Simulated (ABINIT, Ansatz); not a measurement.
# Lattice dynamics of Ho (P6_3/mmc) in two programs

How does Ho (P6_3/mmc) vibrate, and is this structure a minimum?

Calculated with ABINIT 10.8.3; DFT PBE, scalar-relativistic, plane waves, PseudoDojo norm-conserving, 4f in core pseudopotentials.

### Step 1. Starting point

Symmetry: P6_3/mmc, No. 194, hexagonal system. Conventional cell: a = 3.577 Å, b = 3.577 Å, c = 5.616 Å, α = 90.00°, β = 90.00°, γ = 120.00°. Ho has 12 Ho at 3.49 to 3.58 Å nearest.

As a file:

```cif
data_structure
_symmetry_space_group_name_H-M 'P6_3/mmc'
_symmetry_Int_Tables_number 194
_cell_length_a 3.5773
_cell_length_b 3.5773
_cell_length_c 5.6158
_cell_angle_alpha 90.000
_cell_angle_beta 90.000
_cell_angle_gamma 120.000
_cell_volume 62.24
loop_
_atom_site_label
_atom_site_type_symbol
_atom_site_symmetry_multiplicity
_atom_site_Wyckoff_symbol
_atom_site_fract_x
_atom_site_fract_y
_atom_site_fract_z
_atom_site_occupancy
Ho1 Ho 2 c 0.33333 0.66667 0.25000 1
```

### Step 2. A first look

A first run with smearing and empty bands tells whether the crystal has a gap, which decides between fixed occupations and smearing later on.

The input, probe.abi:

```
# ground state
tolvrs 1.0d-08
prtden 1
prtwf 1

# basis, mesh and filling
ecut 21.0
ngkpt 6 6 4
nshiftk 1
shiftk 0.0 0.0 0.0
istwfk *1
occopt 7
tsmear 0.005
nband 18
nstep 100
diemac 9.0
prtebands 0
prtgsr 0

# cell and atoms
acell 6.760117266 6.760117266 10.61232397
rprim 
    1.0 0.0 0.0
    -0.5 0.8660254038 0.0
    0.0 0.0 1.0
ntypat 1
znucl 67
natom 2
typat 1 1
xred 
    1/3 2/3 0.25
    2/3 1/3 0.75
pp_dirpath "./pseudo"
pseudos "Ho.upf"
```

Command:

```sh
$ OMP_NUM_THREADS=1 mpirun -n 16 abinit probe.abi > probe.log
```

Numbers of over 12 decimals in the logs are rounded to 6 here.

probe.abo, the main output file:

```text
[banners, grids, parts of the stress and lines that vanish by symmetry left out]
- input  file    -> probe.abi
- output file    -> probe.abo
- root for input  files -> probei
[...]
Symmetries : space group P6_3/m m c (#194); Bravais hP (primitive hexag.)
[...]
mpw =        1942          nfft =       40500          nkpt =          21
[...]
== DATASET  1 ==================================================================
[...]
-    --> not optimal distribution: autoparal keyword recommended in input file <--
[...]
cutoff_energies: {ecut:  21.0, pawecutdg:  -1.0, }
[...]
ETOT  1  -88.266441451024    -8.827E+01 4.840E-02 4.293E+00
 ETOT  2  -88.300187449521    -3.375E-02 4.249E-03 1.365E-01
 ETOT  3  -88.300236558357    -4.911E-05 5.451E-04 6.985E-04
 ETOT  4  -88.300236662005    -1.036E-07 2.307E-04 1.257E-05
 ETOT  5  -88.300236665449    -3.444E-09 1.321E-04 2.227E-07
 ETOT  6  -88.300236665503    -5.440E-11 9.419E-05 7.630E-10
 At SCF step    6       vres2   =  7.63E-10 < tolvrs=  1.00E-08 =>converged.
[...]
sigma(1 1)=  7.28148242E-06  sigma(3 2)=  0.00000000E+00
  sigma(2 2)=  7.28148218E-06  sigma(3 1)=  0.00000000E+00
  sigma(3 3)=  3.34930818E-05  sigma(2 1)=  0.00000000E+00
[...]
convergence: {deltae: -5.440E-11, res2:  7.630E-10, residm:  9.419E-05, diffor: null, }
etotal    :  -8.83002367E+01
[...]
sigma(1 1)=  7.28148242E-06  sigma(3 2)=  0.00000000E+00
  sigma(2 2)=  7.28148218E-06  sigma(3 1)=  0.00000000E+00
  sigma(3 3)=  3.34930818E-05  sigma(2 1)=  0.00000000E+00
[...]
- sigma(1 1)=  2.14228609E-01  sigma(3 2)=  0.00000000E+00
- sigma(2 2)=  2.14228602E-01  sigma(3 1)=  0.00000000E+00
- sigma(3 3)=  9.85400486E-01  sigma(2 1)=  0.00000000E+00
[...]
fcart     -1.9915669486E-29  1.7247475708E-28 -0.0000000000E+00
           strten      7.2814824246E-06  7.2814821755E-06  3.3493081751E-05
================================================================================

[key lines of the parts left out:]
pressure_GPa:  -4.7129E-01
```

Run time: 6 s. Hardware: 16 MPI ranks of Arm Neoverse N1, shared host; 93 s of CPU time.

Numbers from this step:

```
volume per atom   : 31.12 Å³
pressure          : -0.4713 GPa
gap on the k-mesh : 0 eV
```

No gap opens on this mesh, so smearing is kept; the printed pressure holds the stress of the finite basis too.

### Step 3. Relaxation

The harmonic expansion needs vanishing forces, and a free crystal bears no stress, so cell and atoms are brought to rest. Stress is more sensitive to the basis than forces are: the last 3 Ha under the cutoff are smoothed with ecutsm, and the cutoff is raised above that of the later runs.

The input, relax.abi:

```
# relaxation
ionmov 2
optcell 2
dilatmx 1.08
ntime 40
tolmxf 1.0d-05
tolvrs 1.0d-14
prtwf 0
prtden 0
chksymtnons 0

# basis, mesh and filling
ecut 27.0
ecutsm 3.0
ngkpt 12 12 8
nshiftk 1
shiftk 0.0 0.0 0.0
istwfk *1
occopt 7
tsmear 0.01
nband 18
nstep 100
diemac 1000000.0
prtebands 0
prtgsr 0

# cell and atoms
acell 6.760117266 6.760117266 10.61232397
rprim 
    1.0 0.0 0.0
    -0.5 0.8660254038 0.0
    0.0 0.0 1.0
ntypat 1
znucl 67
natom 2
typat 1 1
xred 
    1/3 2/3 0.25
    2/3 1/3 0.75
pp_dirpath "./pseudo"
pseudos "Ho.upf"
```

Command:

```sh
$ OMP_NUM_THREADS=1 mpirun -n 16 abinit relax.abi > relax.log
```

relax.abo, the main output file:

```text
[banners, grids, parts of the stress and lines that vanish by symmetry left out]
- input  file    -> relax.abi
- output file    -> relax.abo
- root for input  files -> relaxi
[...]
Symmetries : space group P6_3/m m c (#194); Bravais hP (primitive hexag.)
[...]
mpw =        3590          nfft =       69984          nkpt =          95
[...]
== DATASET  1 ==================================================================
[...]
cutoff_energies: {ecut:  27.0, pawecutdg:  -1.0, }
[...]
ETOT  1  -88.266640588797    -8.827E+01 4.917E-02 6.404E+00
 ETOT  2  -88.302210919933    -3.557E-02 1.154E-02 6.999E-02
 ETOT  3  -88.302227156740    -1.624E-05 1.889E-03 2.487E-03
 ETOT  4  -88.302227471031    -3.143E-07 1.011E-03 2.142E-05
 ETOT  5  -88.302227473593    -2.562E-09 9.066E-04 3.062E-07
[...]
At SCF step   10       vres2   =  1.02E-16 < tolvrs=  1.00E-14 =>converged.
[...]
sigma(1 1)= -3.31726248E-06  sigma(3 2)=  0.00000000E+00
  sigma(2 2)= -3.31726273E-06  sigma(3 1)=  0.00000000E+00
  sigma(3 3)=  5.22200497E-06  sigma(2 1)=  0.00000000E+00
[...]
convergence: {deltae: -3.695E-13, res2:  1.018E-16, residm:  1.102E-04, diffor: null, }
etotal    :  -8.83022275E+01
[...]
ETOT  1  -88.302227965794    -8.830E+01 8.236E-05 4.785E-04
[...]
At SCF step    7       vres2   =  7.29E-16 < tolvrs=  1.00E-14 =>converged.
[...]
sigma(1 1)= -3.09637880E-06  sigma(3 2)=  0.00000000E+00
  sigma(2 2)= -3.09637905E-06  sigma(3 1)=  0.00000000E+00
  sigma(3 3)=  4.92710366E-06  sigma(2 1)=  0.00000000E+00
[...]
convergence: {deltae:  9.948E-14, res2:  7.290E-16, residm:  1.875E-05, diffor: null, }
etotal    :  -8.83022281E+01
[...]
ETOT  1  -88.302206873835    -8.830E+01 1.497E-02 1.115E-01
[...]
At SCF step    8       vres2   =  1.29E-15 < tolvrs=  1.00E-14 =>converged.
[...]
sigma(1 1)=  2.63204308E-07  sigma(3 2)=  0.00000000E+00
  sigma(2 2)=  2.63204059E-07  sigma(3 1)=  0.00000000E+00
  sigma(3 3)=  3.07976346E-07  sigma(2 1)=  0.00000000E+00
[...]
convergence: {deltae:  1.023E-12, res2:  1.287E-15, residm:  1.974E-05, diffor: null, }
etotal    :  -8.83022326E+01
[...]
ETOT  1  -88.302232562383    -8.830E+01 1.823E-05 1.521E-05
[...]
At SCF step    6       vres2   =  8.03E-15 < tolvrs=  1.00E-14 =>converged.
[...]
sigma(1 1)=  2.21763240E-07  sigma(3 2)=  0.00000000E+00
  sigma(2 2)=  2.21762991E-07  sigma(3 1)=  0.00000000E+00
  sigma(3 3)=  2.78750769E-07  sigma(2 1)=  0.00000000E+00
[...]
convergence: {deltae:  2.984E-13, res2:  8.031E-15, residm:  1.148E-05, diffor: null, }
etotal    :  -8.83022326E+01
[...]
ETOT  1  -88.302232482792    -8.830E+01 2.441E-05 6.197E-04
[...]
ETOT  6  -88.302232573366    -5.684E-14 4.498E-06 2.384E-13
 ETOT  7  -88.302232573366    -3.126E-13 4.021E-06 1.209E-15
 At SCF step    7       vres2   =  1.21E-15 < tolvrs=  1.00E-14 =>converged.
[...]
sigma(1 1)= -2.47901614E-09  sigma(3 2)=  0.00000000E+00
  sigma(2 2)= -2.47926476E-09  sigma(3 1)=  0.00000000E+00
  sigma(3 3)=  1.25900086E-08  sigma(2 1)=  0.00000000E+00
[...]
convergence: {deltae: -3.126E-13, res2:  1.209E-15, residm:  4.021E-06, diffor: null, }
etotal    :  -8.83022326E+01
[...]
At Broyd/MD step   5, gradients are converged :
[...]
sigma(1 1)= -2.47901614E-09  sigma(3 2)=  0.00000000E+00
  sigma(2 2)= -2.47926476E-09  sigma(3 1)=  0.00000000E+00
  sigma(3 3)=  1.25900086E-08  sigma(2 1)=  0.00000000E+00
[...]
- sigma(1 1)= -7.29351730E-05  sigma(3 2)=  0.00000000E+00
- sigma(2 2)= -7.29424876E-05  sigma(3 1)=  0.00000000E+00
- sigma(3 3)=  3.70410841E-04  sigma(2 1)=  0.00000000E+00
[...]
fcart     -5.9653772570E-29 -3.4441121651E-29 -9.9376090815E-32
           strten     -2.4790161417E-09 -2.4792647614E-09  1.2590008596E-08
================================================================================

[key lines of the parts left out:]
pressure_GPa:  -7.4844E-05
Total energy (etotal) [Ha]= -8.83022325733658E+01
```

It took 85 s on 16 MPI ranks; 23 min of CPU time.

The steps of the relaxation:

| step | energy less that of the first step (eV) | largest force (eV/Å) | volume (Å³) |
| --- | --- | --- | --- |
| 1 | 0.0000 | 0.0000 | 62.24 |
| 2 | 0.0000 | 0.0000 | 62.24 |
| 3 | -0.0001 | 0.0000 | 62.28 |
| 4 | -0.0001 | 0.0000 | 62.28 |
| 5 | -0.0001 | 0.0000 | 62.27 |

| conventional cell, symmetrised | before | after | change |
| --- | --- | --- | --- |
| a (Å) | 3.577 | 3.583 | +0.2 % |
| b (Å) | 3.577 | 3.583 | +0.2 % |
| c (Å) | 5.616 | 5.601 | -0.3 % |
| volume (Å³/atom) | 31.12 | 31.13 | +0.0 % |

The relaxed structure:

```xyz
2
Lattice="3.5829 0.0000 0.0000 -1.7914 3.1029 0.0000 0.0000 0.0000 5.6009" Properties=species:S:1:pos:R:3 pbc="T T T"
Ho    0.0000    2.0686    1.4002
Ho    1.7914    1.0343    4.2007
```

Read from the output:

* volume per atom: 31.13 Å³
* pressure: -7.48e-5 GPa

The volume changes by +0.0 % in this run and stands +0.0 % from the first cell.

### Step 4. Ground state

The response is built on these wavefunctions, so the potential is converged far more tightly than an energy would need. Smearing stays on, as the first look found no gap above 0.3 eV.

The input, gs.abi:

```
# ground state
tolvrs 1.0d-16
prtden 1
prtwf 1

# basis, mesh and filling
ecut 21.0
ngkpt 12 12 8
nshiftk 1
shiftk 0.0 0.0 0.0
istwfk *1
occopt 7
tsmear 0.01
nband 18
nstep 100
diemac 1000000.0
prtebands 0
prtgsr 0

# cell and atoms
acell 6.770682994 6.770682994 10.58418108
rprim 
    1.0 0.0 0.0
    -0.5 0.8660254038 0.0
    0.0 0.0 1.0
ntypat 1
znucl 67
natom 2
typat 1 1
xred 
    1/3 2/3 0.25
    2/3 1/3 0.75
pp_dirpath "./pseudo"
pseudos "Ho.upf"
```

Command:

```sh
$ OMP_NUM_THREADS=1 mpirun -n 16 abinit gs.abi > gs.log
```

gs.abo, the main output file:

```text
[banners, grids, parts of the stress and lines that vanish by symmetry left out]
- input  file    -> gs.abi
- output file    -> gs.abo
- root for input  files -> gsi
[...]
Symmetries : space group P6_3/m m c (#194); Bravais hP (primitive hexag.)
[...]
mpw =        1956          nfft =       40500          nkpt =          95
[...]
== DATASET  1 ==================================================================
[...]
cutoff_energies: {ecut:  21.0, pawecutdg:  -1.0, }
[...]
ETOT  1  -88.268884225424    -8.827E+01 4.396E-02 4.035E+00
 ETOT  2  -88.301544327887    -3.266E-02 9.213E-03 6.643E-02
 ETOT  3  -88.301571354027    -2.703E-05 2.755E-03 1.124E-03
 ETOT  4  -88.301571584801    -2.308E-07 8.974E-04 1.579E-05
 ETOT  5  -88.301571588917    -4.116E-09 5.676E-04 2.459E-07
[...]
ETOT 11  -88.301571588978    -1.421E-14 4.791E-05 1.984E-16
 ETOT 12  -88.301571588978     2.842E-14 5.202E-05 5.865E-17
 At SCF step   12       vres2   =  5.87E-17 < tolvrs=  1.00E-16 =>converged.
[...]
sigma(1 1)=  1.79589795E-05  sigma(3 2)=  0.00000000E+00
  sigma(2 2)=  1.79589793E-05  sigma(3 1)=  0.00000000E+00
  sigma(3 3)=  1.78759931E-05  sigma(2 1)=  0.00000000E+00
[...]
convergence: {deltae:  2.842E-14, res2:  5.865E-17, residm:  5.202E-05, diffor: null, }
etotal    :  -8.83015716E+01
[...]
sigma(1 1)=  1.79589795E-05  sigma(3 2)=  0.00000000E+00
  sigma(2 2)=  1.79589793E-05  sigma(3 1)=  0.00000000E+00
  sigma(3 3)=  1.78759931E-05  sigma(2 1)=  0.00000000E+00
[...]
- sigma(1 1)=  5.28371419E-01  sigma(3 2)=  0.00000000E+00
- sigma(2 2)=  5.28371412E-01  sigma(3 1)=  0.00000000E+00
- sigma(3 3)=  5.25929876E-01  sigma(2 1)=  0.00000000E+00
[...]
fcart     -7.9538363428E-29 -1.8368598214E-28 -0.0000000000E+00
           strten      1.7958979517E-05  1.7958979267E-05  1.7875993132E-05
================================================================================

[key lines of the parts left out:]
pressure_GPa:  -5.2756E-01
```

The job ended after 17 s (16 MPI ranks; 4.4 min of CPU time).

Read from the output:

```yaml
pressure: -0.5276 GPa
```

The cell stands at -0.53 GPa: the relaxation ran with a smoothed and higher cutoff, and the difference is a stress of the finite basis.

[end of part 1 of 4]

[Host names and launcher messages were left out of these logs when they were recorded.]

[Logs are printed without paths, hosts, clocks, repeated set-up lines and the standing remarks that a program may print on its own settings, such as how far it seeks lower states.]

[Hosts, paths, dates, database ids (printed as entryN), source tags and the programs' standing remarks are cut or masked in the printed files.]
